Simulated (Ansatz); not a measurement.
# Na3BrO (Pm-3m):V_Na (site 1), thermodynamic levels from a 60-atom cell

Charge states of V_Na (site 1) in Na3BrO (Pm-3m), set against the band edges. Model: a cell of 60 host atoms with 1 Na taken out.

Method: place-levels on PBEsol runs: charge-transition levels and formation energies with image-charge correction and potential alignment at the atomic sites, in Ansatz 0.2.0.

### 1. Starting point

The cell holds 59 atoms: 35 Na, 12 Br and 12 O. Cell: a = 10.156 Å, b = 12.847 Å, c = 9.084 Å, α = 90.0°, β = 90.0°, γ = 108.4°. It derives from Na3BrO (space group Pm-3m). Nearest the centre at fractional (0.500, 0.500, 0.250): O15 at 2.27 Å, O43 at 2.27 Å, Na4 at 3.21 Å, Na35 at 3.21 Å, Na5 at 3.21 Å, Na34 at 3.21 Å, Br56 at 3.21 Å, Br11 at 3.21 Å.

Coordinates:

```xyz
59
Lattice="9.0841 4.5420 0.0000 -9.0841 9.0841 0.0000 0.0000 0.0000 9.0841" Properties=species:S:1:pos:R:3 pbc="T T T"
Na    0.0000    2.2710    2.2710
Na    4.5420    2.2710    2.2710
Na    4.5420    6.8130    2.2710
Na   -2.2710    4.5420    2.2710
Na    2.2710    4.5420    2.2710
Na    6.8130    4.5420    2.2710
Na   -2.2710    2.2710    0.0000
Na    2.2710    2.2710    0.0000
Na    2.2710    6.8130    0.0000
Br    0.0000    0.0000    0.0000
Br    0.0000    4.5420    0.0000
Br    4.5420    4.5420    0.0000
O    -2.2710    2.2710    2.2710
O     2.2710    2.2710    2.2710
O     2.2710    6.8130    2.2710
Na    0.0000    2.2710    6.8130
Na    4.5420    2.2710    6.8130
Na    4.5420    6.8130    6.8130
Na   -2.2710    4.5420    6.8130
Na    2.2710    4.5420    6.8130
Na    6.8130    4.5420    6.8130
Na   -2.2710    2.2710    4.5420
Na    2.2710    2.2710    4.5420
Na    2.2710    6.8130    4.5420
Br    0.0000    0.0000    4.5420
Br    0.0000    4.5420    4.5420
Br    4.5420    4.5420    4.5420
O    -2.2710    2.2710    6.8130
O     2.2710    2.2710    6.8130
O     2.2710    6.8130    6.8130
Na   -4.5420    6.8130    2.2710
Na    0.0000   11.3551    2.2710
Na   -6.8130    9.0841    2.2710
Na   -2.2710    9.0841    2.2710
Na    2.2710    9.0841    2.2710
Na   -6.8130    6.8130    0.0000
Na   -2.2710    6.8130    0.0000
Na   -2.2710   11.3551    0.0000
Br   -4.5420    4.5420    0.0000
Br   -4.5420    9.0841    0.0000
Br    0.0000    9.0841    0.0000
O    -6.8130    6.8130    2.2710
O    -2.2710    6.8130    2.2710
O    -2.2710   11.3551    2.2710
Na   -4.5420    6.8130    6.8130
Na    0.0000    6.8130    6.8130
Na    0.0000   11.3551    6.8130
Na   -6.8130    9.0841    6.8130
Na   -2.2710    9.0841    6.8130
Na    2.2710    9.0841    6.8130
Na   -6.8130    6.8130    4.5420
Na   -2.2710    6.8130    4.5420
Na   -2.2710   11.3551    4.5420
Br   -4.5420    4.5420    4.5420
Br   -4.5420    9.0841    4.5420
Br    0.0000    9.0841    4.5420
O    -6.8130    6.8130    6.8130
O    -2.2710    6.8130    6.8130
O    -2.2710   11.3551    6.8130
```

The host's dielectric constants go in as inputs: 3.26 for the electrons alone, 9.40 with the ions, from a response run on this crystal (DFPT, PBEsol) at that run's own cell.

The cell's shortest repeat is 9.1 Å.

### 2. What was run first

A transition level is the Fermi level at which two charge states cost the same, so each charge needs its own total energy, at its own relaxed structure.

Each atom starts 0.05 Å or so off its site in a random direction: a symmetric start keeps its symmetry, and would miss off-centre moves and Jahn–Teller distortions. Forces are taken at one point at (¼, ¼, ¼). The cell holds 1 electron more than the neutral one, with a uniform background that keeps it neutral on the whole.

The sampling was tested on the host first: at the k-points planned (1x1x1 shifted 0.25 0.25 0.25) its energy lies 0.000 eV an atom from the dense-mesh value, under the bound of 0.02 eV set for this test; that bounds the host's error, not the defect's.

One of the inputs; charge, spin and start change from state to state.

qm1.relax/input.yaml

```yaml
crystal:
  lattice:
    - [9.08406599, 4.54203299, 0.0]
    - [-4.54203299, 4.54203299, 0.0]
    - [0.0, 0.0, 4.54203299]
  atoms:
    - { symbol: Na, position: [0.16666667, 0.33333333, 0.5] }
    - { symbol: Na, position: [0.5, 0.0, 0.5] }
    - { symbol: Na, position: [0.83333333, 0.66666667, 0.5] }
    - { symbol: Na, position: [0.16666667, 0.83333333, 0.5] }
    - { symbol: Na, position: [0.5, 0.5, 0.5] }
    - { symbol: Na, position: [0.83333333, 0.16666667, 0.5] }
    - { symbol: Na, position: [0.0, 0.5, 0.0] }
    - { symbol: Na, position: [0.33333333, 0.16666667, 0.0] }
    - { symbol: Na, position: [0.66666667, 0.83333333, 0.0] }
    - { symbol: Br, position: [0.0, 0.0, 0.0] }
    - { symbol: Br, position: [0.33333333, 0.66666667, 0.0] }
    - { symbol: Br, position: [0.66666667, 0.33333333, 0.0] }
    - { symbol: O, position: [0.0, 0.5, 0.5] }
    - { symbol: O, position: [0.33333333, 0.16666667, 0.5] }
    - { symbol: O, position: [0.66666667, 0.83333333, 0.5] }
  supercell: [1, 2, 2]
  defects: [{ vacancy: 31 }]
total_charge: -1
basis:
  ecutwfc: 420
  xc_grid: 2
hamiltonian:
  xc: pbesol
kpoints:
  mp_grid: { grid: [1, 1, 1], shift: [0.25, 0.25, 0.25] }
scf:
  occupations: { method: fixed }
  max_iter: 100
output:
  forces: true
  charged_corrections: { epsilon: 3.26, static_epsilon: 9.4 }
relax:
  f_tol: 0.02
  max_steps: 80
  random_displacement: { amplitude: 0.05, seed: 2425 }
checkpoint:
  write: "../qm1.relax.run"
  compress: false
  write_wavefunctions: true
  write_every: 100000
```

Run with:

```bash
> ansatz run input.yaml --threads 4 --pin off --max-ram 7536MiB --backend cpu --events-out ev --progress --plain --runs-dir out
```

Defect states can disperse in a cell of this size, so the energy is taken again at a 2×2×2 shifted mesh, on the relaxed structure.

The run of this state that the levels use, under PBEsol:

qm1.point/input.yaml

```yaml
crystal:
  checkpoint: "../qm1.relax.run"
  host: checkpoint
total_charge: -1
basis:
  ecutwfc: 420
  xc_grid: 2
hamiltonian:
  xc: pbesol
kpoints:
  mp_grid: { grid: [2, 2, 2], shift: [0.5, 0.5, 0.5] }
scf:
  occupations: { method: fermi_dirac, width: 0.01 }
  max_iter: 100
output:
  forces: true
  eigenvalues: true
  charged_corrections:
    epsilon: 3.26
    static_epsilon: 9.4
    defect_position: [0.5, 0.5, 0.25]
  eigenstates: { localisation: true }
  populations: true
  band_densities: [{ bands: [v1, v1] }, { bands: [c1, c1] }]
  write_density: true
  write_potential: true
  volumetric_format: npy
checkpoint:
  read: "../qm1.relax.run"
  write: "../qm1.point.run"
  compress: false
  write_wavefunctions: false
  write_every: 100000
```

Relaxations under PBEsol at one point at (¼, ¼, ¼); times on 4 threads of Intel Xeon 6975P-C (Granite Rapids), shared host:

```csv
charge,moment (μB),occupations,outcome,steps,largest displacement against the far atoms (Å),time
−1,0,fixed,converged,5,0.27,50 s
0,1,fixed,converged,4,0.22,2.5 min
+1,0,fixed,not converged,-,-,57 s
+1,0,fermi-dirac,converged,4,0.26,81 s
+1,2,fixed,not converged,-,-,2 min
+1,2,fermi-dirac,converged,4,0.23,3.3 min
```

Single points under PBEsol at a 2×2×2 shifted mesh; times on 4 threads of Intel Xeon 6975P-C (Granite Rapids), shared host:

```csv
charge,moment (μB),occupations,outcome,time
−1,0,fermi-dirac,converged,60 s
0,1,fermi-dirac,converged,3 min
+1,0,fermi-dirac,converged,82 s
+1,2,fermi-dirac,converged,3.8 min
```

Distances (Å) from the ideal centre to the nearest atoms after relaxation with PBEsol:

```csv
charge,moment (μB),1.,2.,3.,4.,5.,6.
−1,0,O 2.46,O 2.47,Na 2.97,Na 2.97,Na 3.09,Na 3.09
0,1,O 2.43,O 2.44,Na 3.02,Na 3.03,Na 3.11,Na 3.11
+1,0,O 2.44,O 2.44,Na 2.99,Na 2.99,Na 3.10,Na 3.10
+1,2,O 2.43,O 2.45,Na 3.02,Na 3.02,Na 3.11,Na 3.11
```

### 3. place-levels, PBEsol

A charged cell interacts with its images and the background, and its potential has another zero than the host's. place-levels removes the first by a point-charge model, screened by the static dielectric constant since the ions have relaxed around the charge, and the second by comparing potentials at atoms far from the defect.

The host is a run of the defect-free crystal in the same cutoffs, grids and k-points, so that basis and sampling errors cancel in part in the differences. Its band edges come from a run of the primitive cell that searches the zone for them. The host is run in a cell of 15 atoms on a matching mesh. Chemical potentials are energies per atom of Na (bcc), run with the same functional and cutoff.

levels.point.yaml

```yaml
host:
  run: host.point.run
  levels_from: { run: edges.point.run }
states: [qm1.point.run, q0_M1.point.run, qp1.point.run, qp1_M2.point.run]
geometry_from:
  qm1.point.run: qm1.relax.run
  q0_M1.point.run: q0_M1.relax.run
  qp1.point.run: qp1.relax_smeared.run
  qp1_M2.point.run: qp1_M2.relax_smeared.run
chemical_potentials:
  Na:
    energy: -1475.868162
    dataset: "<sha256 of the dataset>"
epsilon: 3.26
static_epsilon: 9.4
vertical:
  - { from: qm1.point.run, to: qm1.point_neutral.run }
  - { from: qp1.point.run, to: qp1.point_neutral.run }
  - { from: qp1_M2.point.run, to: qp1_M2.point_neutral.run }
```

Run with:

```bash
> ansatz place-levels levels.point.yaml -- --threads 4 --pin off --max-ram 7536MiB
```

Numbers of over 12 decimals in the logs are rounded to 6 here.

The log of the run:

```text
[... repeated set-up lines and file paths are left out, and long positions are rounded to six places ...]
(+1/0) 0.000 eV above the valence edge (-0.214 eV without the band-filling correction), 1.938 eV under the conduction edge
(0/-1) 0.327 eV above the valence edge, 1.611 eV under the conduction edge
formation energy of charge +1: +2.832 eV with the Fermi level at the valence edge
formation energy of charge 0: +2.832 eV with the Fermi level at the valence edge
formation energy of charge -1: +3.159 eV with the Fermi level at the valence edge
vertical -1 to 0: no energy, since no alignment is typed
  the change from vertical[0].from (qm1.point.run) to vertical[0].to (qm1.point_neutral.run): by its potential at epsilon 3.26 it stands at 0.500 0.500 0.251, with an rms radius of about 4.5 Å (2.9 2.8 2.0 Å across the planes of the cell's vectors); [...]
vertical +1 to 0: no energy, since no alignment is typed
  the change from vertical[1].from (qp1.point.run) to vertical[1].to (qp1.point_neutral.run): by its potential at epsilon 3.26 it stands at 1.000 0.000 0.750, with an rms radius of about 6.3 Å (3.8 4.2 2.7 Å across the planes of the cell's vectors); [...]
vertical +1 to 0: no energy, since no alignment is typed
  the change from vertical[2].from (qp1_M2.point.run) to vertical[2].to (qp1_M2.point_neutral.run): by its potential at epsilon 3.26 it stands at 0.495 0.495 0.749, with an rms radius of about 8.2 Å (4.4 5.5 4.3 Å across the planes of the cell's vectors); [...]
  edges by pbesol of host.levels_from (edges.point.run), its mesh sampled to repeats of 27.25 Å (the valence edge +0.043 eV and the conduction edge -0.624 eV from those of the host's own run), gap 1.938 eV; the host is sampled to repeats of 27.25 Å
  the defect's cells are sampled to repeats of 27.25 Å, like sampling
  charge +1: -91276.1979 eV with its correction of -0.063 eV, at epsilon 9.4, aligned at sites: -0.2678 eV, mean over 45 atomic sites at or beyond 4.54 Å from the defect at [0.5000, 0.5000, 0.2500], with +0.000000 for the charge's moments and without [...]
  states[3] (qp1_M2.point.run): levels filled in part (TS 0.015 eV): its energy is of no whole electron's
  charge 0: +0.000 eV for its dipole among its images, +0.000 omitted
  states[1] (q0_M1.point.run): levels filled in part (TS 0.007 eV): its energy is of no whole electron's
  charge -1: -91269.0307 eV with its correction of +0.334 eV, at epsilon 9.4, aligned at sites: -0.1298 eV, mean over 45 atomic sites at or beyond 4.54 Å from the defect at [0.5000, 0.5000, 0.2500], with -0.000316 for the charge's moments and without [...]
  charge +1: states[2] (qp1.point.run) stands 0.121 eV higher, with a moment of 0.00 μB against 2.00
  states[2] (qp1.point.run): levels filled in part (TS 0.025 eV): its energy is of no whole electron's
  of states[3] (qp1_M2.point.run): it parts from the run at its places by a charge that spreads by about 4.3 Å along one vector (1.6 Å or more is wide), by its potential at epsilon 3.26, taken for that of held ions (one typed too small widens it), where the [...]
  of states[0] (qm1.point.run): it parts from the run at its places by a charge that spreads by about 2.9 Å along one vector (1.7 Å or more is wide), by its potential at epsilon 3.26, taken for that of held ions (one typed too small widens it), where the cell [...]
  of states[2] (qp1.point.run): it parts from the run at its places by a charge that spreads by about 3.8 Å along one vector (1.7 Å or more is wide), by its potential at epsilon 3.26, taken for that of held ions (one typed too small widens it), where the cell [...]
  of vertical[0].from (qm1.point.run): it parts from the run at its places by a charge that spreads by about 2.9 Å along one vector (1.7 Å or more is wide), by its potential at epsilon 3.26, taken for that of held ions (one typed too small widens it), where [...]
  vertical[0].to (qm1.point_neutral.run): levels filled in part (TS 0.009 eV): its energy is of no whole electron's
  vertical[1].from (qp1.point.run): levels filled in part (TS 0.025 eV): its energy is of no whole electron's
  of vertical[1].from (qp1.point.run): it parts from the run at its places by a charge that spreads by about 3.8 Å along one vector (1.7 Å or more is wide), by its potential at epsilon 3.26, taken for that of held ions (one typed too small widens it), where [...]
  vertical[1].to (qp1.point_neutral.run): levels filled in part (TS 0.008 eV): its energy is of no whole electron's
  vertical[2].from (qp1_M2.point.run): levels filled in part (TS 0.015 eV): its energy is of no whole electron's
  of vertical[2].from (qp1_M2.point.run): it parts from the run at its places by a charge that spreads by about 4.3 Å along one vector (1.6 Å or more is wide), by its potential at epsilon 3.26, taken for that of held ions (one typed too small widens it), [...]
  vertical[2].to (qp1_M2.point_neutral.run): levels filled in part (TS 0.007 eV): its energy is of no whole electron's
  of vertical[2].to (qp1_M2.point_neutral.run): it set out from the moments of a save, which an earlier run chose (saved_moments_taken)
```

Run time: 0.41 s. Hardware: 4 threads of Intel Xeon 6975P-C (Granite Rapids), shared host.

Under PBEsol the gap is 1.94 eV, (+1/0) 0.00 (with band filling), (0/−1) 0.33 eV.

Levels between the charges placed, in eV above the valence top:

```csv
,gap (eV),(+1/0),(0/−1)
PBEsol,1.94,0.00,0.33
```

Corrections by state:

```csv
charge,moment (μB),image terms and alignment (eV),band filling (eV),ε used,"over the lowest of its charge, as the program ranks them, band filling apart (eV)"
+1,2.0,-0.063,-0.214,9.40,0.000
0,1.0,0.000,-,-,0.000
−1,0.0,0.334,-,9.40,0.000
+1,0.0,-0.090,-,9.40,0.121
```

The charged structures listed were also run neutral, and place-levels reads from each pair, by the potential or the spins, how wide the charge is by which they differ; that can be the carrier of either run.

```csv
charge,rms radius (Å),spread where it is widest against the cell (Å),wide from (Å),reading
+1,8.2,4.26,1.57,wide
−1,4.5,2.94,1.67,wide
```

The neutral runs of these pairs need not share the spin of the lowest neutral state, and very wide values only mean spread over the cell.

From the program's caveats on the states, each cut to its opening words:

- charge +1 (2 μB): it parts from the run at its places by a charge that spreads by about 4.3 Å along one vector (1.6 Å or more is wide), by its potential at epsilon 3.26, taken [...]
- charge +1 (2 μB): a band-filling correction moves a carrier to the host's band edge, which changes its energy by -0.214 eV
- charge +1 (2 μB): its alignment with the host at atomic sites is doubtful: the mean over the far sites moves by +0.0548 eV from their farther parts to their nearer, more than [...]
- charge −1: it parts from the run at its places by a charge that spreads by about 2.9 Å along one vector (1.7 Å or more is wide), by its potential at epsilon 3.26, taken [...]
- charge +1: it parts from the run at its places by a charge that spreads by about 3.8 Å along one vector (1.7 Å or more is wide), by its potential at epsilon 3.26, taken [...]
- charge +1: its alignment with the host at atomic sites is doubtful: the mean over the far sites moves by +0.0745 eV from their farther parts to their nearer, more than [...]

Chemical potentials of the elements' reference phases, run alike. Formation energy by charge state (elemental references; gap 1.94 eV):

```csv
charge,at valence top (eV),at conduction bottom (eV),correction included (eV)
+1,2.83,4.77,-0.28
0,2.83,2.83,0.00
−1,3.16,1.22,0.33
```

```
Fermi level (eV)  lowest formation energy (eV)
            0.00                          2.83
            0.18                          2.83
            0.35                          2.81
            0.53                          2.63
            0.70                          2.45
            0.88                          2.28
            1.06                          2.10
            1.23                          1.93
            1.41                          1.75
            1.59                          1.57
            1.76                          1.40
            1.94                          1.22
```

### 4. place-levels, r2SCAN

r2SCAN on the same structure is run to see how far the result rests on the functional, though not on the errors that semilocal functionals share; the sampling changes too, to one point at (¼, ¼, ¼), so differences hold both changes.

qm1.r2scan/input.yaml

```yaml
crystal:
  checkpoint: "../qm1.relax.run"
  host: checkpoint
total_charge: -1
basis:
  ecutwfc: 500
  xc_grid: 2
hamiltonian:
  xc: r2scan
kpoints:
  mp_grid: { grid: [1, 1, 1], shift: [0.25, 0.25, 0.25] }
scf:
  occupations: { method: fermi_dirac, width: 0.01 }
  max_iter: 100
output:
  forces: true
  eigenvalues: true
  charged_corrections:
    epsilon: 3.26
    static_epsilon: 9.4
    defect_position: [0.5, 0.5, 0.25]
checkpoint:
  write: "../qm1.r2scan.run"
  compress: false
  write_wavefunctions: false
  write_every: 100000
```

Elapsed: 24 s, on 4 threads; peak memory 2.6 GiB; 86 s of CPU time.

levels.r2scan.yaml

```yaml
host:
  run: host.r2scan.run
  levels_from: { run: edges.r2scan.run }
states: [qm1.r2scan.run, q0_M1.r2scan.run, qp1.r2scan.run, qp1_M2.r2scan.run]
geometry_from:
  qm1.r2scan.run: qm1.relax.run
  q0_M1.r2scan.run: q0_M1.relax.run
  qp1.r2scan.run: qp1.relax_smeared.run
  qp1_M2.r2scan.run: qp1_M2.relax_smeared.run
chemical_potentials:
  Na:
    energy: -1488.613462
    dataset: "<sha256 of the dataset>"
```

Run with:

```bash
> ansatz place-levels levels.r2scan.yaml -- --threads 4 --pin off --max-ram 7536MiB
```

The log of the run:

```text
[...]
(0/-1) 0.443 eV above the valence edge, 2.156 eV under the conduction edge
formation energy of charge +1: +2.990 eV with the Fermi level at the valence edge
formation energy of charge 0: +2.990 eV with the Fermi level at the valence edge
formation energy of charge -1: +3.434 eV with the Fermi level at the valence edge
  edges by r2scan of host.levels_from (edges.r2scan.run), its mesh sampled to repeats of 27.25 Å (the valence edge +0.056 eV and the conduction edge -0.802 eV from those of the host's own run), gap 2.599 eV; the host is sampled to repeats of 13.63 Å
[... the lines on each state left out ...]
```

Run time: 0.21 s. Hardware: 4 threads.

Under r2SCAN the gap is 2.60 eV, (+1/0) 0.00 (with band filling), (0/−1) 0.44 eV; the stage before (PBEsol, at other k-points) gave a gap of 1.94 eV and levels within 0.12 eV of these.

### 5. Cost and result

Levels between neighbouring charges, in eV above each run's own valence top:

```csv
,gap (eV),(+1/0),(0/−1),CPU time a state at this stage (restarts are quicker than cold starts)
"PBEsol, 2×2×2 shifted mesh",1.94,0.00,0.33,8.5 min
"r2SCAN on PBEsol structures, (¼, ¼, ¼)",2.60,0.00,0.44,3.9 min
```

### 6. What came out

| Item | Value |
| --- | --- |
| gap of the host | 1.94 eV (PBEsol) |
| level (plus 1/0) | 0.00 eV above the valence top (-0.21 eV above the valence top without the band-filling term) |
| level (0/minus 1) | 0.33 eV above the valence top |
| lowest of the charges placed, just above the valence top (0.02 eV) | 0 |
| lowest of the charges placed, just below the conduction bottom (0.02 eV) | −1 |
| lowest formation energy at mid-gap of the charges run, elemental references | 2.19 eV |

Of the charges placed (−1, 0 and +1), the lowest changes at 0.33 eV (0/−1) above the valence top, in a gap of 1.94 eV. (0/−1) lies nearer to a band edge than the share of the finite-size correction in it (0.33 eV), and that correction holds for a localised charge alone. Charges below −1 were not placed, so these runs say nothing of levels that involve them. States placed: +1 at 2 μB and 0 μB; 0 at 1 μB; −1 at 0 μB. Other spin states or structures, where not listed, weren't placed. The program finds carriers beyond a band edge of the host and adds a band-filling term at charge +1 (-0.21 eV); steps to such a charge show no bound level, and a defect level inside a band would be read the same way. The program doubts the alignment of potentials for at least one state, a sign that the cell is small. Keep in mind: PBEsol makes the gap too small and tends to spread out bound carriers; where a gas molecule sets a chemical potential or the host's formation energy, its binding is uncorrected.

[Logs are printed without paths, hosts, clocks, repeated set-up lines and the standing remarks that a program may print on its own settings, such as how far it seeks lower states.]

[Hosts, paths, dates, database ids (printed as entryN), source tags and the programs' standing remarks are cut or masked in the printed files.]

[Where a table of states has a column of steps, it counts the stored structures, which are thinned; the runs took as many ionic steps or more.]

[A defect's name tells the site on which it was built; relaxed atoms can leave that site.]

[For some hosts the program warned that the k-mesh of the response run may be too coarse for force constants and the static dielectric constant; such warnings are not shown here.]
